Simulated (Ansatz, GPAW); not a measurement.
# Dielectric function and optical constants of CrSnS3 (model structure), part 2 of 3

Aim: the dielectric function of CrSnS3 (model structure), and the optical constants that follow from it. The structure is a model built here, which may or may not match a known phase. It was built so: All O replaced by S and Pb replaced by Sn in the Pm-3m structure of CrPbO3. The cell is first relaxed with Ansatz.

GPAW 26.7.0; DFT, RPBE, plane-wave PAW (GPAW data sets), scalar-relativistic, RPA, optical limit.

So far: The structure; Relaxation.

### Step 3. Ground state

First the ground state: is it a metal or has it a gap?

This step: DFT, RPBE, plane-wave PAW (GPAW data sets), scalar-relativistic, ground state (GPAW 26.7.0).

File gs.py:

```python
from ase import Atoms
from ase.dft.bandgap import bandgap
from gpaw import GPAW, PW, FermiDirac

atoms = Atoms(['Sn', 'Cr', 'S', 'S', 'S'],
              cell=[[4.70482831, 0.00000000, 0.00000000],
                    [0.00000000, 4.70482831, 0.00000000],
                    [0.00000000, 0.00000000, 4.70482831]],
              scaled_positions=[[0.50000000, 0.50000000, 0.50000000],
                                [1.00000000, 0.00000000, 0.00000000],
                                [0.50000000, 0.00000000, 0.00000000],
                                [0.00000000, 0.50000000, 0.00000000],
                                [0.00000000, 1.00000000, 0.50000000]],
              pbc=[True, True, True])
atoms.set_initial_magnetic_moments([0.0, 3.0, 0.0, 0.0, 0.0])
atoms.calc = GPAW(mode=PW(400), xc='RPBE', kpts={'size': (5, 5, 5), 'gamma': True},
                  occupations=FermiDirac(0.05), maxiter=150, txt='gs.txt')
print('energy (eV)', atoms.get_potential_energy())
print('Fermi level (eV)', atoms.calc.get_fermi_level())
print('valence electrons', atoms.calc.get_number_of_electrons())
print('gap (eV)', bandgap(atoms.calc, output=None)[0])
print('direct gap (eV)', bandgap(atoms.calc, direct=True, output=None)[0])
print('moments', atoms.get_magnetic_moments().round(3).tolist())
atoms.calc.write('gs.gpw')
```

Run with:

```bash
> OMP_NUM_THREADS=1 python gs.py
```

Numbers of over 12 decimals in the logs are rounded to 6 here.

Output:

```text
__  _  _
 | _ |_)|_||  |
 |__||  | ||/\| - 26.7.0

Versions:
  Python: 3.12.14
  ASE:    3.29.0
  Numpy:  2.5.5
  Scipy:  1.18.1
  Libxc:  7.0.0

Input parameters:
  mode=PW(ecut=400.0),
  kpts=MonkhorstPack(size=(5, 5, 5), gamma=True),
  maxiter=150,
  occupations=Occupations(name='fermi-dirac', width=0.05, fixmagmom=False),
  xc=XC(name='RPBE')

Diagonalizing LCAO Hamiltonian
Converting LCAO to pw mode
    .-----------.
   /|           |
  / |           |
 *  |           |
 |  |           |
 |  |   Sn      |
 S  .-----------.
 | /           /
 |/           /
 Cr----S-----*

Atoms  # Å, Bohr magnetons
|   | symbol |        x |        y |        z |    initial magnetic moments |
| 0 |     Sn | 2.352414 | 2.352414 | 2.352414 | ( 0.0000,  0.0000,  0.0000) |
| 1 |     Cr | 4.704828 | 0.000000 | 0.000000 | ( 0.0000,  0.0000,  3.0000) |
| 2 |      S | 2.352414 | 0.000000 | 0.000000 | ( 0.0000,  0.0000,  0.0000) |
| 3 |      S | 0.000000 | 2.352414 | 0.000000 | ( 0.0000,  0.0000,  0.0000) |
| 4 |      S | 0.000000 | 4.704828 | 2.352414 | ( 0.0000,  0.0000,  0.0000) |

Unit cell  # Å
| periodic |        x |        y |        z |  lengths |    angles |
|      yes | 4.704828 | 0.000000 | 0.000000 | 4.704828 | 90.000000 |
|      yes | 0.000000 | 4.704828 | 0.000000 | 4.704828 | 90.000000 |
|      yes | 0.000000 | 0.000000 | 4.704828 | 4.704828 | 90.000000 |

Number of symmetries: 48
Symmetry operations  # r_c * U_cc + t_c -> r_c
|    | kind |            matrix            |
|  0 |  E   |  1, 0, 0,  0, 1, 0,  0, 0, 1 |
|  1 |  σ   |  1, 0, 0,  0, 1, 0,  0, 0,-1 |
|  2 |  σ   |  1, 0, 0,  0, 0, 1,  0, 1, 0 |
|  3 |  C4  |  1, 0, 0,  0, 0, 1,  0,-1, 0 |
|  4 |  C4  |  1, 0, 0,  0, 0,-1,  0, 1, 0 |
|  5 |  σ   |  1, 0, 0,  0, 0,-1,  0,-1, 0 |
|  6 |  σ   |  1, 0, 0,  0,-1, 0,  0, 0, 1 |
|  7 |  C2  |  1, 0, 0,  0,-1, 0,  0, 0,-1 |
|  8 |  σ   |  0, 1, 0,  1, 0, 0,  0, 0, 1 |
|  9 |  C2  |  0, 1, 0,  1, 0, 0,  0, 0,-1 |
| 10 |  C3  |  0, 1, 0,  0, 0, 1,  1, 0, 0 |
| 11 |  S6  |  0, 1, 0,  0, 0, 1, -1, 0, 0 |
| 12 |  S6  |  0, 1, 0,  0, 0,-1,  1, 0, 0 |
| 13 |  C3  |  0, 1, 0,  0, 0,-1, -1, 0, 0 |
| 14 |  C4  |  0, 1, 0, -1, 0, 0,  0, 0, 1 |
| 15 |  S4  |  0, 1, 0, -1, 0, 0,  0, 0,-1 |
| 16 |  C3  |  0, 0, 1,  1, 0, 0,  0, 1, 0 |
| 17 |  S6  |  0, 0, 1,  1, 0, 0,  0,-1, 0 |
| 18 |  σ   |  0, 0, 1,  0, 1, 0,  1, 0, 0 |
| 19 |  C4  |  0, 0, 1,  0, 1, 0, -1, 0, 0 |
| 20 |  C2  |  0, 0, 1,  0,-1, 0,  1, 0, 0 |
| 21 |  S4  |  0, 0, 1,  0,-1, 0, -1, 0, 0 |
| 22 |  S6  |  0, 0, 1, -1, 0, 0,  0, 1, 0 |
| 23 |  C3  |  0, 0, 1, -1, 0, 0,  0,-1, 0 |
| 24 |  S6  |  0, 0,-1,  1, 0, 0,  0, 1, 0 |
| 25 |  C3  |  0, 0,-1,  1, 0, 0,  0,-1, 0 |
| 26 |  C4  |  0, 0,-1,  0, 1, 0,  1, 0, 0 |
| 27 |  σ   |  0, 0,-1,  0, 1, 0, -1, 0, 0 |
| 28 |  S4  |  0, 0,-1,  0,-1, 0,  1, 0, 0 |
| 29 |  C2  |  0, 0,-1,  0,-1, 0, -1, 0, 0 |
| 30 |  C3  |  0, 0,-1, -1, 0, 0,  0, 1, 0 |
| 31 |  S6  |  0, 0,-1, -1, 0, 0,  0,-1, 0 |
| 32 |  C4  |  0,-1, 0,  1, 0, 0,  0, 0, 1 |
| 33 |  S4  |  0,-1, 0,  1, 0, 0,  0, 0,-1 |
| 34 |  S6  |  0,-1, 0,  0, 0, 1,  1, 0, 0 |
| 35 |  C3  |  0,-1, 0,  0, 0, 1, -1, 0, 0 |
| 36 |  C3  |  0,-1, 0,  0, 0,-1,  1, 0, 0 |
| 37 |  S6  |  0,-1, 0,  0, 0,-1, -1, 0, 0 |
| 38 |  σ   |  0,-1, 0, -1, 0, 0,  0, 0, 1 |
| 39 |  C2  |  0,-1, 0, -1, 0, 0,  0, 0,-1 |
| 40 |  σ   | -1, 0, 0,  0, 1, 0,  0, 0, 1 |
| 41 |  C2  | -1, 0, 0,  0, 1, 0,  0, 0,-1 |
| 42 |  C2  | -1, 0, 0,  0, 0, 1,  0, 1, 0 |
| 43 |  S4  | -1, 0, 0,  0, 0, 1,  0,-1, 0 |
| 44 |  S4  | -1, 0, 0,  0, 0,-1,  0, 1, 0 |
| 45 |  C2  | -1, 0, 0,  0, 0,-1,  0,-1, 0 |
| 46 |  C2  | -1, 0, 0,  0,-1, 0,  0, 0, 1 |
| 47 |  i   | -1, 0, 0,  0,-1, 0,  0, 0,-1 |

BZ-sampling:
  Number of BZ points: 125
  Number of IBZ points: 10

  Monkhorst-Pack size: [5, 5, 5]
  Monkhorst-Pack shift: [0, 0, 0]

K-points  # in reciprocal-cell coordinates
|   |                                coordinates |     weight |
| 0 | (  0.00000000,   0.00000000,   0.00000000) | 0.00800000 |
| 1 | (  0.20000000,   0.00000000,   0.00000000) | 0.04800000 |
| 2 | (  0.20000000,   0.20000000,   0.00000000) | 0.09600000 |
| 3 | (  0.20000000,   0.20000000,   0.20000000) | 0.06400000 |
| 4 | (  0.40000000,   0.00000000,   0.00000000) | 0.04800000 |
| 5 | (  0.40000000,   0.20000000,   0.00000000) | 0.19200000 |
| 6 | (  0.40000000,   0.20000000,   0.20000000) | 0.19200000 |
| 7 | (  0.40000000,   0.40000000,   0.00000000) | 0.09600000 |
| 8 | (  0.40000000,   0.40000000,   0.20000000) | 0.19200000 |
| 9 | (  0.40000000,   0.40000000,   0.40000000) | 0.06400000 |

Plane wave coefficients: 1908
Cutoff: 400.0 eV

Spin-components: 2 (collinear spins)
Bands:           29
Projectors:      27
Spin-degeneracy: 1
Datatype:        complex128

Parallelization:
  kpt:    1
  domain: 1
  band:   1

Density:
  Valence electrons: 38.0
  Components: 2
  Grid points: [24 24 24]
  Charge: 0.0  # |e|

Potential:
  Grid points: [24 24 24]

species:
  Sn:
    name:    Tin
    id:
    Z:       50.0
    valence: 14
    core:    36
    charge:  0.0  # [|e|]
    compensation charges:
      type: gauss
      rc: 0.38  # [Å]
      lmax: 2
    cutoffs:
      filter: 2.23  # [Å]
      core: 2.35  # [Å]
    projectors
    | kind |    occ | energy [eV] | rcut [Å] |
    |   5s |  2.000 |     -10.465 |    1.201 |
    |   5p |  2.000 |      -3.644 |    1.270 |
    |   4d | 10.000 |     -25.852 |    1.185 |
    |    s |        |      16.747 |    1.201 |
    |    p |        |      23.567 |    1.270 |
    |    d |        |       1.359 |    1.185 |

    Using partial waves for Sn as LCAO basis

  Cr:
    name:    Chromium
    id:
    Z:       24.0
    valence: 6
    core:    18
    charge:  0.0  # [|e|]
    compensation charges:
      type: gauss
      rc: 0.35  # [Å]
      lmax: 2
    cutoffs:
      filter: 2.14  # [Å]
      core: 3.04  # [Å]
    projectors
    | kind |    occ | energy [eV] | rcut [Å] |
    |   4s |  1.000 |      -3.921 |    1.164 |
    |   4p |  0.000 |      -0.991 |    1.217 |
    |   3d |  5.000 |      -2.846 |    1.111 |
    |    s |        |      23.290 |    1.164 |
    |    p |        |      26.221 |    1.217 |
    |    d |        |      24.365 |    1.111 |

    Using partial waves for Cr as LCAO basis

  S:
    name:    Sulfur
    id:
    Z:       16.0
    valence: 6
    core:    10
    charge:  0.0  # [|e|]
    compensation charges:
      type: gauss
      rc: 0.24  # [Å]
      lmax: 2
    cutoffs:
      filter: 1.77  # [Å]
      core: 1.66  # [Å]
    projectors
    | kind |    occ | energy [eV] | rcut [Å] |
    |   3s |  2.000 |     -17.247 |    0.974 |
    |   3p |  4.000 |      -6.991 |    0.979 |
    |    s |        |       9.964 |    0.974 |
    |    p |        |      20.220 |    0.979 |
    |    d |        |       0.000 |    0.900 |

    Using partial waves for S as LCAO basis

Reference energy: -229191.205572  # eV

eigensolver:
  PPCG
  Converge bands: occupied
  niter=2

density mixing:
  MSR1-Mixer
  Pratt-step length: 0.05
  Maximum mixing coefficient: 0.75
  Old densities: 10
  SVD Regularization: 0.005
  Good broyden scale: 1.0
  Trust region scale: 1.0
  Backstep threshold: 4.0
  History deletion threshold: 6.0
  Fourier metric: weight=20.0, sigma=0.015

occupation numbers:
  Fermi-Dirac:
    width: 0.0500  # eV

poisson solver:
  ecut: 3200.0  # eV

xc functional:
  name: RPBE with 2 nearest neighbor stencil

convergence criteria:
- Maximum [total energy] change in last 3 cyles: 0.0005 eV / valence electron
- Maximum integral of absolute [dens]ity change: 0.0001 electrons / valence electron
- Maximum integral of absolute [eigenst]ate change: 4e-08 eV^2 / valence electron
maximum number of iterations: 150

SCF iterations
|iter     |      energy | eigst |  dens |  magmom |
|iter:   1||  -25.992928 | +0.00 |       |  +2.9816|
|iter:   2||  -25.107694 | -1.37 | -0.94 |  +2.9710|
|iter:   3||  -24.627857 | -2.25 | -1.06 |  +2.9525|
|iter:   4||  -24.297278 | -2.00 | -1.14 |  +2.8681|
|iter:   5||  -24.260391 | -2.35 | -1.30 |  +2.8349|
|iter:   6||  -24.291030 | -3.29 | -1.50 |  +2.7888|
|iter:   7||  -24.329408 | -3.44 | -1.55 |  +2.7417|
|iter:   8||  -24.361185 | -3.31 | -1.84 |  +2.6931|
|iter:   9||  -24.370274 | -3.91 | -2.12 |  +2.7021|
|iter:  10||  -24.371463c| -4.57 | -2.40 |  +2.7305|
|iter:  11||  -24.371330c| -5.28 | -2.63 |  +2.7657|
|iter:  12||  -24.371353c| -6.17 | -3.23 |  +2.7760|
|iter:  13||  -24.371306c| -6.32 | -3.48 |  +2.7737|
|iter:  14||  -24.371262c| -7.10 | -3.79 |  +2.7688|
|iter:  15||  -24.371177c| -6.47 | -3.94 |  +2.7586|
|iter:  16||  -24.371122c| -6.38 | -4.02c|  +2.7505|
|iter:  17||  -24.371079c| -6.44 | -4.24c|  +2.7433|
|iter:  18||  -24.371074c| -7.54c| -4.91c|  +2.7431|

Converged in 18 steps
SCF loop duration: 37.199 s (2.067 s/step)
Energy contributions relative to reference atoms: (reference = -229191.205572)

Energy contributions:
  Kinetic:           6.657845
  Coulomb:         -12.662555
  Zero:              0.454433
  External:          0.000000
  Xc:              -18.795208
  Entropy:          -0.051178
  Spinorbit:         0.000000
  ----------------------------
  Free energy:     -24.396663
  Extrapolated:    -24.371074

dipole moment: (-41.682387, -41.682387, -41.682387)  # |e|*Ang

Total magnetic moment: (0.000000, 0.000000, 2.743143)

Local magnetic moments
|        x |        y |         z |
| 0.000000 | 0.000000 |  0.028653 |  # Sn   0
| 0.000000 | 0.000000 |  2.483734 |  # Cr   1
| 0.000000 | 0.000000 | -0.029488 |  # S    2
| 0.000000 | 0.000000 | -0.029488 |  # S    3
| 0.000000 | 0.000000 | -0.029488 |  # S    4

Fermi level: 5.817
Eigenvalues  # (at kpt = [0.000, 0.000, 0.000])
| band index |      eig [eV] | occ [0-1] |      eig [eV] | occ [0-1] |
|          0 |       -15.943 |     1.000 |       -15.935 |     1.000 |
|        ... |               |           |               |           |
|         13 |         4.060 |     1.000 |         4.698 |     1.000 |
|         14 |         4.060 |     1.000 |         4.698 |     1.000 |
|         15 |         4.683 |     1.000 |         5.119 |     1.000 |
|         16 |         4.683 |     1.000 |         5.119 |     1.000 |
|         17 |         4.683 |     1.000 |         5.119 |     1.000 |
|         18 |         5.135 |     1.000 |         6.609 |     0.000 |
|         19 |         5.135 |     1.000 |         6.609 |     0.000 |
|         20 |         5.135 |     1.000 |         6.609 |     0.000 |
|         21 |         5.529 |     0.997 |         7.138 |     0.000 |
|         22 |         5.529 |     0.997 |         7.138 |     0.000 |
|         23 |         9.940 |     0.000 |        10.030 |     0.000 |
|         24 |         9.940 |     0.000 |        10.030 |     0.000 |
|         25 |         9.940 |     0.000 |        10.030 |     0.000 |
|         26 |        10.738 |     0.000 |        11.363 |     0.000 |
|         27 |        11.232 |     0.000 |        11.363 |     0.000 |
|         28 |        11.232 |     0.000 |        11.623 |     0.000 |

No gap
No difference between direct/indirect transitions

--- standard output ---
energy (eV) -24.371074
Fermi level (eV) 5.817323
valence electrons 38.0
gap (eV) 0.0
direct gap (eV) 0.0
moments [0.029, 2.484, -0.029, -0.029, -0.029]
```

It took 39 s on 1 thread of Arm Neoverse V2, shared host; peak memory 0.18 GiB.

Read-outs, printed or worked out from the files:

| Property | Result |
| --- | --- |
| energy | -24.37 eV |
| Fermi energy | 5.817 eV |
| electrons | 38 |
| site moments | 0.029, 2.484, -0.029, -0.029, -0.029 μB |

There are states at the Fermi level within the smearing, so the occupations stay smeared and the carriers get a Drude term.

### Step 4. Bands for the response

The response needs many more empty bands than the density does.

This step: DFT, RPBE, plane-wave PAW (GPAW data sets), scalar-relativistic, bands at fixed density (GPAW 26.7.0).

File nscf.py:

```python
from ase.dft.bandgap import bandgap
from gpaw import GPAW, FermiDirac

calc = GPAW('gs.gpw').fixed_density(kpts={'size': (8, 8, 8), 'gamma': True}, nbands=60, convergence={'bands': 54},
                                    occupations=FermiDirac(0.05), txt='nscf.txt')
print('gap (eV)', bandgap(calc, output=None)[0])
print('direct gap (eV)', bandgap(calc, direct=True, output=None)[0])
print('top band over the Fermi level (eV)', min(calc.get_eigenvalues(kpt=k)[53] for k in range(len(calc.get_ibz_k_points()))) - calc.get_fermi_level())
calc.write('full.gpw', mode='all')
```

Run with:

```bash
> OMP_NUM_THREADS=1 python nscf.py
```

Output:

```text
Diagonalizing LCAO Hamiltonian
Converting LCAO to pw mode
convergence criteria:
- Maximum integral of absolute [eigenst]ate change: 4e-08 eV^2 / valence electron
maximum number of iterations: 150

SCF iterations
|iter     |      energy | eigst |  dens |  magmom |
|iter:   1||             | +3.18 |       |  +2.7431|
|iter:   2||             | +2.04 |       |  +2.7431|
|iter:   3||             | +1.35 |       |  +2.7431|
|iter:   4||             | +0.51 |       |  +2.7431|
|iter:   5||             | -0.84 |       |  +2.7431|
|iter:   6||             | -1.82 |       |  +2.7431|
|iter:   7||             | -2.51 |       |  +2.7431|
|iter:   8||             | -3.10 |       |  +2.7431|
|iter:   9||             | -3.57 |       |  +2.7431|
|iter:  10||             | -4.00 |       |  +2.7431|
|iter:  11||             | -4.39 |       |  +2.7431|
|iter:  12||             | -4.77 |       |  +2.7431|
|iter:  13||             | -5.11 |       |  +2.7431|
|iter:  14||             | -5.45 |       |  +2.7431|
|iter:  15||             | -5.66 |       |  +2.7431|
|iter:  16||             | -5.82 |       |  +2.7431|
[...]
|iter:  20||             | -6.41 |       |  +2.7431|
|iter:  21||             | -6.55 |       |  +2.7431|
|iter:  22||             | -6.71 |       |  +2.7431|
|iter:  23||             | -6.83 |       |  +2.7431|
|iter:  24||             | -6.97 |       |  +2.7431|
|iter:  25||             | -7.12 |       |  +2.7431|
|iter:  26||             | -7.25 |       |  +2.7431|
|iter:  27||             | -7.32 |       |  +2.7431|
|iter:  28||             | -7.43c|       |  +2.7431|
SCF steps: 28
  __  _  _
 | _ |_)|_||  |
 |__||  | ||/\| - 26.7.0

Versions:
  Python: 3.12.14
  ASE:    3.29.0
  Numpy:  2.5.5
  Scipy:  1.18.1
  Libxc:  7.0.0

Input parameters:
  mode=PW(ecut=400.0),
  convergence={'bands': 54},
  gpts=array([24, 24, 24]),
  kpts=MonkhorstPack(size=(8, 8, 8), gamma=True),
  maxiter=150,
  nbands=60,
  occupations=Occupations(name='fermi-dirac', width=0.05, fixmagmom=False),
  parallel={},
  xc=XC(name='RPBE')

--- standard output ---
gap (eV) 0.0
direct gap (eV) 0.0
top band over the Fermi level (eV) 18.562526
```

The job ended after 5.5 min (1 thread; peak memory 0.33 GiB).

(Continued in part 3 of 3.)

[Machine, clock and banner lines and Python warnings are left out of the logs.]

[Logs are printed without paths, hosts, clocks, repeated set-up lines and the standing remarks that a program may print on its own settings, such as how far it seeks lower states.]

[Hosts, paths, dates, database ids (printed as entryN), source tags and the programs' standing remarks are cut or masked in the printed files.]
